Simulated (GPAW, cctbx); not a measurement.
# By hand: from a DFT structure factor to an extinction distance in YSn2Os2

YSn2Os2, I4/mmm (no. 139), a = 4.4776 Å, b = 4.4776 Å, c = 10.7841 Å, α = 90.00°, β = 90.00°, γ = 90.00°.

| atom | mult. | x | y | z |
| --- | --- | --- | --- | --- |
| Os1 | 4 | 1/2 | 0 | 1/4 |
| Sn1 | 4 | 1/2 | 1/2 | 0.1277 |
| Y1 | 2 | 0 | 0 | 0 |

The start was made by putting kin elements into a known structure type; the compound need not exist, or be stable, in this form.

A DFT run (GPAW, PBE, 450 eV, 6×6×6 k-points, Fermi–Dirac width 0.1 eV) gives the static X-ray structure factor of 002 as 225.113 e for the conventional cell; superposed free atoms give 224.102 e. **Problem.** Find the Fourier component V of the crystal potential and the two-beam extinction distance at 80 kV in both cases.

### 1. Geometry

The cell volume is Ω = 216.21 Å³ and d(002) = 5.3921 Å, so g = 1/d = 0.1855 Å⁻¹.

### 2. The nuclei

Electrons feel nuclei as well as electrons, so the nuclear charges are summed with the same phases.

Phase sums Σ exp(2πi h·x), turned so that the total is real and positive: Os +4.000, Sn +0.134, Y -2.000. Then F_Z = 76 × (+4.000) + 50 × (+0.134) + 39 × (-2.000) = 232.71 e. The electron term has the same sign for this reflection.

### 3. Mott–Bethe

Poisson's equation, term by term, gives V = (e/4πε₀)(F_Z − F)/(πΩg²), with e/4πε₀ = 14.3996 V Å.

The prefactor is 14.3996 × 5.3921²/(π × 216.21) = 0.61638 V per electron. Free atoms: (232.71 − 224.102) × 0.61638 = 5.305 V. Crystal: (232.71 − 225.113) × 0.61638 = 4.682 V. F changes by +0.45 % and V by -11.7 %: the same 1.01 e is measured against F_Z − F = 8.6 e in place of F = 224.1 e.

### 4. Extinction distance

In the two-beam case ξ = 1/(λU) with U = 2γm₀eV/h², that is ξ = 150.41 V Å²/(γλV).

At 80 kV, λ = 0.04176 Å and γ = 1.1566. Free atoms: ξ = 587 Å. Crystal: ξ = 665 Å. The thickness fringes go as sin²(πt/ξ), so the two patterns slip by a quarter of a period when t|1/ξ₁ − 1/ξ₀| = 1/4, at t ≈ 125 nm. Thermal motion, absorption and many-beam coupling, left out here, change a real pattern.

### 5. Answer

V(002) is 4.68 V against 5.31 V, and ξ is 665 against 587 Å. Limits: static atoms, two beams.
